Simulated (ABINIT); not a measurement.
# Beyond one shot: CsH (Fm-3m), part 3 of 3

Wanted: G0W0 and self-consistent gaps of CsH (Fm-3m), with the cost of the cycles.

ABINIT 10.8.3; LDA and many-body steps on it, plane waves. Known limits of the many-body steps: not at the basis limit; no spin-orbit coupling.

So far. Step 11 (evGW, cycle 1): Against G0W0 in ABINIT (4×4×4 mesh, 47 bands, screening to 106.1 eV, Godby-Needs plasmon pole), the gap moves by +0.898 eV. Step 14 (evGW, cycle 2): Against the cycle before, the gap moves by +0.075 eV.

The database entry behind the starting cell differs from later determinations by our own check (0.1 to 0.3 % short, probably kX units), so it need not match the best structure at ambient conditions.

## Step 15: Screening, 4×4×4 mesh, 47 bands, screening to 106.1 eV

This step: RPA screening on LDA, plane waves, norm-conserving pseudopotentials.

The input, run.abi:

```
acell 3*1.0 Angstrom
rprim 
  -0.000000000000 3.188000000000 3.188000000000
  3.188000000000 -0.000000000000 3.188000000000
  3.188000000000 3.188000000000 -0.000000000000
ntypat 2
znucl 55 1
natom 2
typat 1 2
xred 
  0.000000000000 0.000000000000 0.000000000000
  0.500000000000 0.500000000000 0.500000000000
pp_dirpath "pseudos"
pseudos "Cs.upf, H.upf"
ecut 31
ngkpt 4 4 4
nshiftk 1
shiftk 0 0 0
kptopt 1
chksymbreak 0
istwfk *1
occopt 1
irdwfk 1
optdriver 3
nband 47
ecuteps 3.9
inclvkb 2
awtr 1
symchi 1
gwcalctyp 10
mbpt_sciss 3.241 eV
nqptdm 1
qptdm 
  0 0 0
indata_prefix "in"
outdata_prefix "out"
tmpdata_prefix "tmp"
```

On the command line:

```sh
> OMP_NUM_THREADS=1 mpirun -n 4 abinit run.abi > log
```

Numbers of over 12 decimals in the logs are rounded to 6 here.

Log:

```text
.Version 10.8.3 of ABINIT. v10.8.2 released Aug 2026.

 Symmetries : space group Fm -3 m (#225); Bravais cF (face-center cubic)
[... echo of the input left out ...]
== DATASET  1 ==================================================================
-   mpi_nproc: 4, omp_nthreads: 1 (-1 if OMP is not activated)

--- !DatasetInfo
iteration_state: {dtset: 1, }
dimensions: {natom: 2, nkpt: 8, mband: 47, nsppol: 1, nspinor: 1, nspden: 1, mpw: 3647, }
cutoff_energies: {ecut:  31.0, pawecutdg:  -1.0, }
[...]
[... chi0 elements left out ...]
 For q-point:  0.000010 0.000020 0.000030
  dielectric constant =   2.4372
  dielectric constant without local fields =   2.7339

  Average fulfillment of the sum rule on Im[epsilon] for q-point    1 :     80.67  [%]
[... wings left out ...]
== END DATASET(S) ==============================================================
================================================================================

 -outvars: echo values of variables after computation  --------
           etotal      0.0000000000E+00
            nband          47
             nkpt           8
          spgroup         225
 [... the other variables as echoed above ...]

 Calculation completed.
```

Elapsed: 4.6 s, on 4 MPI ranks of Arm Neoverse N1, shared host; peak memory 0.43 GiB; 18 s of CPU time.

This step gave:

| Property | Result |
| --- | --- |
| ε∞ with local fields, on this mesh, along the program's q direction | 2.437 |
| the same without local fields | 2.734 |
| plasma frequency | 14.59 eV |
| plane waves in the screening matrix | 169 |

This screening uses the functional's bands under a rigid shift, the mean opening of the cycle before.

## Step 16: Screening, 4×4×4 mesh, 47 bands, screening to 106.1 eV

This step: RPA screening on LDA from quasiparticle energies, plane waves, norm-conserving pseudopotentials.

Changes to run.abi since step 15:

```diff
@@ -29,7 +29,13 @@
 symchi 1
+irdqps 1
 gwcalctyp 10
-mbpt_sciss 3.241 eV
-nqptdm 1
+nqptdm 7
 qptdm 
-  0 0 0
+  0.2500000000 0.0000000000 0.0000000000
+  0.5000000000 0.0000000000 0.0000000000
+  0.2500000000 0.2500000000 0.0000000000
+  0.5000000000 0.2500000000 0.0000000000
+  -0.2500000000 0.2500000000 0.0000000000
+  0.5000000000 0.5000000000 0.0000000000
+  -0.2500000000 0.5000000000 0.2500000000
 indata_prefix "in"
```

The input, mrgscr.stdin:

```
2
merged
q0_SCR
out_SCR
1
```

On the command line:

```sh
> OMP_NUM_THREADS=1 mpirun -n 4 abinit run.abi > log; mrgscr < mrgscr.stdin
```

Log:

```text
.Version 10.8.3 of ABINIT. v10.8.2 released Aug 2026.

 Symmetries : space group Fm -3 m (#225); Bravais cF (face-center cubic)
[... echo of the input left out ...]
== DATASET  1 ==================================================================
-   mpi_nproc: 4, omp_nthreads: 1 (-1 if OMP is not activated)

--- !DatasetInfo
iteration_state: {dtset: 1, }
dimensions: {natom: 2, nkpt: 8, mband: 47, nsppol: 1, nspinor: 1, nspden: 1, mpw: 3647, }
cutoff_energies: {ecut:  31.0, pawecutdg:  -1.0, }
[...]
q-point number  1        q = ( 0.250000, 0.000000, 0.000000) [r.l.u.]
--------------------------------------------------------------------------------
[... chi0 elements left out ...]
  Average fulfillment of the sum rule on Im[epsilon] for q-point    2 :    113.43  [%]

--------------------------------------------------------------------------------
  q-point number  2        q = ( 0.500000, 0.000000, 0.000000) [r.l.u.]
--------------------------------------------------------------------------------
[... chi0 elements left out ...]
  Average fulfillment of the sum rule on Im[epsilon] for q-point    3 :     98.30  [%]

 [... 5 further q-points ...]
```

Wall time 11 s (4 MPI ranks); peak memory 0.55 GiB.

This step gave:

```
plasma frequency                    : 14.59 eV
plane waves in the screening matrix : 169
```

This screening reads the quasiparticle levels of the cycle before.

## Step 17: evGW, cycle 3

This step: evGW on LDA, plane waves, norm-conserving pseudopotentials.

Changes to run.abi since step 16:

```diff
@@ -23,12 +23,10 @@
 irdwfk 1
-optdriver 3
+optdriver 4
 nband 47
-ecuteps 3.9
-inclvkb 2
-awtr 1
-symchi 1
-irdqps 1
 gwcalctyp 10
-nqptdm 7
-qptdm 
+ecutsigx 31
+symsigma 1
+nkptgw 8
+kptgw 
+  0.0000000000 0.0000000000 0.0000000000
   0.2500000000 0.0000000000 0.0000000000
@@ -40,2 +38,15 @@
   -0.2500000000 0.5000000000 0.2500000000
+bdgw 
+  1 9
+  1 9
+  1 9
+  1 9
+  1 9
+  1 9
+  1 9
+  1 9
+ecuteps 3.9
+irdscr 1
+ppmodel 1
+irdqps 1
 indata_prefix "in"
```

On the command line:

```sh
> OMP_NUM_THREADS=1 mpirun -n 4 abinit run.abi > log
```

Log:

```text
.Version 10.8.3 of ABINIT. v10.8.2 released Aug 2026.

 Symmetries : space group Fm -3 m (#225); Bravais cF (face-center cubic)
[... echo of the input left out ...]
== DATASET  1 ==================================================================
-   mpi_nproc: 4, omp_nthreads: 1 (-1 if OMP is not activated)

--- !DatasetInfo
iteration_state: {dtset: 1, }
dimensions: {natom: 2, nkpt: 8, mband: 47, nsppol: 1, nspinor: 1, nspden: 1, mpw: 3647, }
cutoff_energies: {ecut:  31.0, pawecutdg:  -1.0, }
[...]
.  kptgw no:  3; Maximum DeltaE = (   0.151   0.065) for band index:  1
[...]
.  kptgw no:  7; Maximum DeltaE = (   0.310   0.137) for band index:  1
.  kptgw no:  8; Maximum DeltaE = (   0.021   0.074) for band index:  1

== END DATASET(S) ==============================================================
================================================================================

 -outvars: echo values of variables after computation  --------
           etotal      0.0000000000E+00
            nband          47
             nkpt           8
          spgroup         225
 [... the other variables as echoed above ...]

 Calculation completed.
```

Elapsed: 56 s, on 4 MPI ranks; peak memory 1 GiB.

Numbers from this step:

```yaml
quasiparticle_gap_on_the_mesh: 5 eV
gap_of_the_density_functional_on_the_mesh: 1.956 eV
k_of_the_valence_top: 0.5, 0, 0
k_of_the_conduction_bottom: 0.5, 0, 0
least_direct_quasiparticle_gap_on_the_computed_points: 5 eV
```

Against the cycle before, the gap moves by +0.008 eV.

## Step 18: The runs together

Times are wall times on 4 MPI ranks of Arm Neoverse N1, shared host, good to a factor of about two. A run's time includes the screening step that it read.

```csv
run,mesh,bands,screening cutoff (eV),DFT gap (eV),gap on the mesh (eV),direct (eV),ε∞ used,time
G0W0,4×4×4,47,106.1,1.956,4.019,4.019,3.24,21 s
"evGW0, cycle 1",4×4×4,47,106.1,1.956,4.532,4.532,3.24,69 s
"evGW0, cycle 2",4×4×4,47,106.1,1.956,4.354,4.354,3.24,69 s
"evGW0, cycle 3",4×4×4,47,106.1,1.956,4.365,4.365,3.24,69 s
"evGW0, cycle 4",4×4×4,47,106.1,1.956,4.364,4.364,3.24,69 s
"evGW, cycle 1",4×4×4,47,106.1,1.956,4.917,4.917,2.54,72 s
"evGW, cycle 2",4×4×4,47,106.1,1.956,4.992,4.992,2.45,72 s
"evGW, cycle 3",4×4×4,47,106.1,1.956,5.000,5.000,2.44,71 s
```

## Step 19: Results

```yaml
g0w0: 4.019 eV
evgw0_cycle_1: 4.532 eV
evgw0_cycle_2: 4.354 eV
evgw0_cycle_3: 4.365 eV
evgw0_cycle_4: 4.364 eV
evgw_cycle_1: 4.917 eV
evgw_cycle_2: 4.992 eV
evgw_cycle_3: 5.000 eV
known_limits: not at the basis limit; no spin-orbit coupling
```

Only the bands that the input lists are updated; the others, empty or deep, keep the functional's energies or take a rigid shift. The evGW loop starts from the last levels of evGW0, so its cycles and time come on top of those. evGW0 ends at 4.36 eV, +0.34 eV from G0W0, after 4 cycles that took 3.8 min beside the first screening; the last moved the gap by 0.001 eV. evGW ends at 5.00 eV, +0.98 eV from G0W0, after 3 cycles that took 3.6 min beside the first screening; the last moved the gap by 0.008 eV. The first cycle of evGW0 takes the full correction, without the factor Z, so it overshoots the one-shot value. Bands and cutoff are finite, so the gap is not at the basis limit. The miss can reach some tenths of an eV and take either sign; the mesh is an error of its own. In the updated screening the q = 0 part is built from Kohn-Sham bands under a rigid shift, the other q from the quasiparticle levels. The many-body steps are scalar-relativistic: spin-orbit coupling is not in them.

[Paths, hosts, dates, memory and timing lines, banners, echoed tables and standing remarks are left out of the program output.]

[Logs are printed without paths, hosts, clocks, repeated set-up lines and the standing remarks that a program may print on its own settings, such as how far it seeks lower states.]

[Runs of the session that timed out or met a known fault of the program may be left out.]

[Hosts, paths, dates, database ids (printed as entryN), source tags and the programs' standing remarks are cut or masked in the printed files.]

[G0W0 gaps are taken among the corrected bands and points alone; a level outside them can change the order at an edge.]

[Where Ansatz stands beside ABINIT at settings called matched, ABINIT's density can come from a denser mesh and the files from another edition; pairs whose starting gaps differed by over 0.03 eV were left out, so agreement reads better than it is.]
